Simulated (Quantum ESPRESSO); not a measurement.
**CrO2: parallel and opposed starts**

Does CrO2 prefer parallel or opposed moments, or none?

Method: PBE; plane waves with GBRV 1.5 PBE potentials, no spin-orbit coupling, in Quantum ESPRESSO 7.5.

### Step 1. Starting point

The structure is tetragonal, space group P4_2/mnm (No. 136). The conventional cell has a = 4.421 Å, b = 4.421 Å, c = 2.917 Å, α = 90.00°, β = 90.00°, γ = 90.00°. Nearest to Cr lie 6 O at 1.88 to 1.92 Å. Nearest to O lie 3 Cr at 1.88 to 1.92 Å. Farther neighbours and most contacts between anions are not listed.

The cell comes from the Crystallography Open Database.

### Step 2. Start 1: ferro ++

The signs are those of the starting moments on the seeded atoms, the atoms that are given a moment.

ASE passes magmoms on as starting_magnetization. pw.x reads values of 1 or more as Bohr magnetons; where all are smaller, it reads them as fractions of the valence charge.

pw.py

```python
from ase import Atoms
from ase.calculators.espresso import Espresso, EspressoProfile

atoms = Atoms(['Cr', 'Cr', 'O', 'O', 'O', 'O'],
    cell=[[4.421, 0.0, 0.0],
         [0.0, 4.421, 0.0],
         [0.0, 0.0, 2.917]],
    scaled_positions=[[0.0, 0.0, 0.0],
         [0.5, 0.5, 0.5],
         [0.301, 0.301, 0.0],
         [0.199, 0.801, 0.5],
         [0.699, 0.699, 0.0],
         [0.801, 0.199, 0.5]],
    pbc=True,
    magmoms=[3.0, 3.0, 0.0, 0.0, 0.0, 0.0])
input_data = {
    'control': {'calculation': 'scf', 'prefix': 'pwscf', 'outdir': './tmp', 'disk_io': 'nowf'},
    'system': {'ecutwfc': 40.0, 'ecutrho': 280.0, 'nbnd': 39, 'occupations': 'smearing', 'smearing': 'fd', 'degauss': 0.00999582, 'nspin': 2},
    'electrons': {'conv_thr': 1.2e-08, 'electron_maxstep': 150, 'mixing_beta': 0.3},
}
atoms.calc = Espresso(
    profile=EspressoProfile(command='mpirun -n 2 pw.x -nk 2', pseudo_dir='pseudo'),
    pseudopotentials={'O': 'o_pbe_v1.2.uspp.F.UPF', 'Cr': 'cr_pbe_v1.5.uspp.F.UPF'},
    input_data=input_data,
    kpts=(8, 8, 8),
    koffset=(0, 0, 0))
energy = atoms.get_potential_energy(force_consistent=True)
print(f'free energy: {energy:.6f} eV')
print('site moments (muB):', atoms.get_magnetic_moments().round(3))
```

On the command line:

```console
> OMP_NUM_THREADS=1 python3 pw.py > pw.log
```

Log:

```text
free energy: -6536.841495 eV
site moments (muB): [ 1.736  1.736 -0.07  -0.07  -0.07  -0.07 ]

--- espresso.pwo ---
Program PWSCF v.7.5 starts

Warning: card &CELL ignored
Warning: card &FCP ignored
Warning: card &RISM ignored

     Message from routine setup:
     using ibrav=0 with symmetry is DISCOURAGED, use correct ibrav instead

     K-points division:     npool     =       2
     Subspace diagonalization in iterative solution of the eigenvalue problem:

     G-vector sticks info
     --------------------
     sticks:   dense  smooth     PW     G-vecs:    dense   smooth      PW
     Sum        1565     885    285                30497    13155    2353

     Using Slab Decomposition

     bravais-lattice index     =            0
     lattice parameter (alat)  =       8.3545  a.u.
     unit-cell volume          =     384.7460 (a.u.)^3
     number of atoms/cell      =            6
     number of atomic types    =            2
     number of electrons       =        52.00
     number of Kohn-Sham states=           39
     kinetic-energy cutoff     =      40.0000  Ry
     charge density cutoff     =     280.0000  Ry
     scf convergence threshold =      1.2E-08
     mixing beta               =       0.3000
     number of iterations used =            8  plain     mixing
     Exchange-correlation= SLA  PW   PBE  PBE
                           (   1   4   3   4   0   0   0)

     celldm(1)=   8.354479  celldm(2)=   0.000000  celldm(3)=   0.000000
     celldm(4)=   0.000000  celldm(5)=   0.000000  celldm(6)=   0.000000

     crystal axes: (cart. coord. in units of alat)
               a(1) = (   1.000000   0.000000   0.000000 )
               a(2) = (   0.000000   1.000000   0.000000 )
               a(3) = (   0.000000   0.000000   0.659805 )

     reciprocal axes: (cart. coord. in units 2 pi/alat)
               b(1) = (  1.000000  0.000000  0.000000 )
               b(2) = (  0.000000  1.000000  0.000000 )
               b(3) = (  0.000000  0.000000  1.515598 )

     PseudoPot. # 1 for Cr read from file:
     cr_pbe_v1.5.uspp.F.UPF
     Pseudo is Ultrasoft + core correction, Zval = 14.0
     Generated by new atomic code, or converted to UPF format
     Using radial grid of  857 points,  6 beta functions with:
                l(1) =   0
                l(2) =   0
                l(3) =   1
                l(4) =   1
                l(5) =   2
                l(6) =   2
     Q(r) pseudized with  8 coefficients,  rinner =    0.950   0.950   0.950
                                                       0.950   0.950

     PseudoPot. # 2 for O  read from file:
     o_pbe_v1.2.uspp.F.UPF
     Pseudo is Ultrasoft + core correction, Zval =  6.0
     Generated by new atomic code, or converted to UPF format
     Using radial grid of  737 points,  5 beta functions with:
                l(1) =   0
                l(2) =   0
                l(3) =   1
                l(4) =   1
                l(5) =   2
     Q(r) pseudized with  8 coefficients,  rinner =    0.900   0.900   0.900
                                                       0.900   0.900

     atomic species   valence    mass     pseudopotential
     Cr               14.00    51.99610     Cr( 1.00)
     O                 6.00    15.99900     O ( 1.00)

     Starting magnetic structure
     atomic species   magnetization
     Cr              0.214
     O               0.000

     16 Sym. Ops., with inversion, found ( 8 have fractional translation)

   Cartesian axes

     site n.     atom                  positions (alat units)
         1        Cr     tau(   1) = (   0.0000000   0.0000000   0.0000000  )
         2        Cr     tau(   2) = (   0.5000000   0.5000000   0.3299027  )
         3        O      tau(   3) = (   0.3010000   0.3010000   0.0000000  )
         4        O      tau(   4) = (   0.1990000   0.8010000   0.3299027  )
         5        O      tau(   5) = (   0.6990000   0.6990000   0.0000000  )
         6        O      tau(   6) = (   0.8010000   0.1990000   0.3299027  )

     number of k points=    75  Fermi-Dirac smearing, width (Ry)=  0.0100
                       cart. coord. in units 2pi/alat
        k(    1) = (   0.0000000   0.0000000   0.0000000), wk =   0.0019531
        k(    2) = (   0.0000000   0.0000000   0.1894498), wk =   0.0039062
        k(    3) = (   0.0000000   0.0000000   0.3788996), wk =   0.0039062
        k(    4) = (   0.0000000   0.0000000   0.5683493), wk =   0.0039062
        k(    5) = (   0.0000000   0.0000000  -0.7577991), wk =   0.0019531
        [... 70 further k-points ...]

     Dense  grid:    30497 G-vectors     FFT dimensions: (  48,  48,  30)

     Smooth grid:    13155 G-vectors     FFT dimensions: (  36,  36,  24)

     Check: negative core charge=   -0.000008
     Generating pointlists ...
     new r_m :   0.1756 (alat units)  1.4670 (a.u.) for type    1
     new r_m :   0.1756 (alat units)  1.4670 (a.u.) for type    2

     Initial potential from superposition of free atoms

     starting charge      50.0000, renormalised to      52.0000

     negative rho (up, down):  2.247E-03 1.448E-03
     Starting wfcs are   36 randomized atomic wfcs +    3 random wfcs

     Self-consistent Calculation

     iteration #  1     ecut=    40.00 Ry     beta= 0.30
     Davidson diagonalization with overlap
     ethr =  1.00E-02,  avg # of iterations =  6.1

     negative rho (up, down):  2.023E-03 2.319E-03

     total energy              =    -479.61583860 Ry
     estimated scf accuracy    <       3.47270186 Ry

     total magnetization       =     4.00 Bohr mag/cell
     absolute magnetization    =     4.14 Bohr mag/cell

     iteration #  2     ecut=    40.00 Ry     beta= 0.30
     Davidson diagonalization with overlap
     ethr =  6.68E-03,  avg # of iterations =  1.5

     negative rho (up, down):  1.490E-03 2.490E-03

     total energy              =    -480.15087391 Ry
     estimated scf accuracy    <       1.44077208 Ry

     total magnetization       =     4.04 Bohr mag/cell
     absolute magnetization    =     4.87 Bohr mag/cell

     iteration #  3     ecut=    40.00 Ry     beta= 0.30
     Davidson diagonalization with overlap
     ethr =  2.77E-03,  avg # of iterations =  1.3

     negative rho (up, down):  5.907E-04 3.843E-03

     total energy              =    -480.36873647 Ry
     estimated scf accuracy    <       0.22420960 Ry

     total magnetization       =     4.00 Bohr mag/cell
     absolute magnetization    =     4.56 Bohr mag/cell

     [... further iterations left out ...]

     iteration #  9     ecut=    40.00 Ry     beta= 0.30
     Davidson diagonalization with overlap
     ethr =  8.61E-09,  avg # of iterations =  2.0

     negative rho (up, down):  3.376E-05 4.920E-03

     total energy              =    -480.44902830 Ry
     estimated scf accuracy    <       0.00000228 Ry

     total magnetization       =     4.00 Bohr mag/cell
     absolute magnetization    =     4.65 Bohr mag/cell

     iteration # 10     ecut=    40.00 Ry     beta= 0.30
     Davidson diagonalization with overlap
     ethr =  4.38E-09,  avg # of iterations =  2.0

     negative rho (up, down):  3.402E-05 4.918E-03

     total energy              =    -480.44902954 Ry
     estimated scf accuracy    <       0.00000019 Ry

     total magnetization       =     4.00 Bohr mag/cell
     absolute magnetization    =     4.65 Bohr mag/cell

     iteration # 11     ecut=    40.00 Ry     beta= 0.30
     Davidson diagonalization with overlap
     ethr =  3.74E-10,  avg # of iterations =  1.0

     negative rho (up, down):  3.398E-05 4.917E-03

     total energy              =    -480.44902990 Ry
     estimated scf accuracy    <       0.00000003 Ry

     total magnetization       =     4.00 Bohr mag/cell
     absolute magnetization    =     4.65 Bohr mag/cell

     iteration # 12     ecut=    40.00 Ry     beta= 0.30
     Davidson diagonalization with overlap
     ethr =  6.23E-11,  avg # of iterations =  1.9

     negative rho (up, down):  3.362E-05 4.917E-03

     Magnetic moment per site  (integrated on atomic sphere of radius R)
     atom   1 (R=0.176)  charge= 10.5407  magn=  1.7358
     atom   2 (R=0.176)  charge= 10.5407  magn=  1.7358
     atom   3 (R=0.176)  charge=  5.2253  magn= -0.0699
     atom   4 (R=0.176)  charge=  5.2253  magn= -0.0699
     atom   5 (R=0.176)  charge=  5.2253  magn= -0.0699
     atom   6 (R=0.176)  charge=  5.2253  magn= -0.0699

     End of self-consistent calculation

     Number of k-points >= 100: set verbosity='high' to print the bands.

     the Fermi energy is    10.8285 ev

!    total energy              =    -480.44903023 Ry
     estimated scf accuracy    <          3.8E-09 Ry
     smearing contrib. (-TS)   =      -0.00836167 Ry
     internal energy E=F+TS    =    -480.44066857 Ry

     The total energy is F=E-TS. E is the sum of the following terms:
     one-electron contribution =    -202.59056603 Ry
     hartree contribution      =     127.77227771 Ry
     xc contribution           =     -73.98602689 Ry
     ewald contribution        =    -331.63635336 Ry

     total magnetization       =     4.00 Bohr mag/cell
     absolute magnetization    =     4.65 Bohr mag/cell

     convergence has been achieved in  12 iterations

=------------------------------------------------------------------------------=
   JOB DONE.
=------------------------------------------------------------------------------=
```

It took 2.7 min on 2 MPI ranks of Arm Neoverse N1, shared host; peak memory 0.48 GiB; 5.4 min of CPU time.

Spin moment in the atom's sphere by atom:

| atom | spin moment in the atom's sphere (μB) |
| --- | --- |
| Cr1 | 1.74 |
| Cr2 | 1.74 |
| O3 | -0.07 |
| O4 | -0.07 |
| O5 | -0.07 |
| O6 | -0.07 |

Read from the output:

```
smearing term TS       : 0.1138 eV
magnetization          : 3.998 μB
absolute magnetization : 4.653 μB
final state            : ferromagnetic
```

(Part 1 of 2 ends here.)

[Logs and program files are shortened in this print: banners, set-up blocks, solver, clock and traceback lines can be left out without a mark of their own.]

[Logs are printed without paths, hosts, clocks, repeated set-up lines and the standing remarks that a program may print on its own settings, such as how far it seeks lower states.]

[Hosts, paths, dates, database ids (printed as entryN), source tags and the programs' standing remarks are cut or masked in the printed files.]

[Where a cell is said to come from a database of computed structures, the database is the Materials Project.]
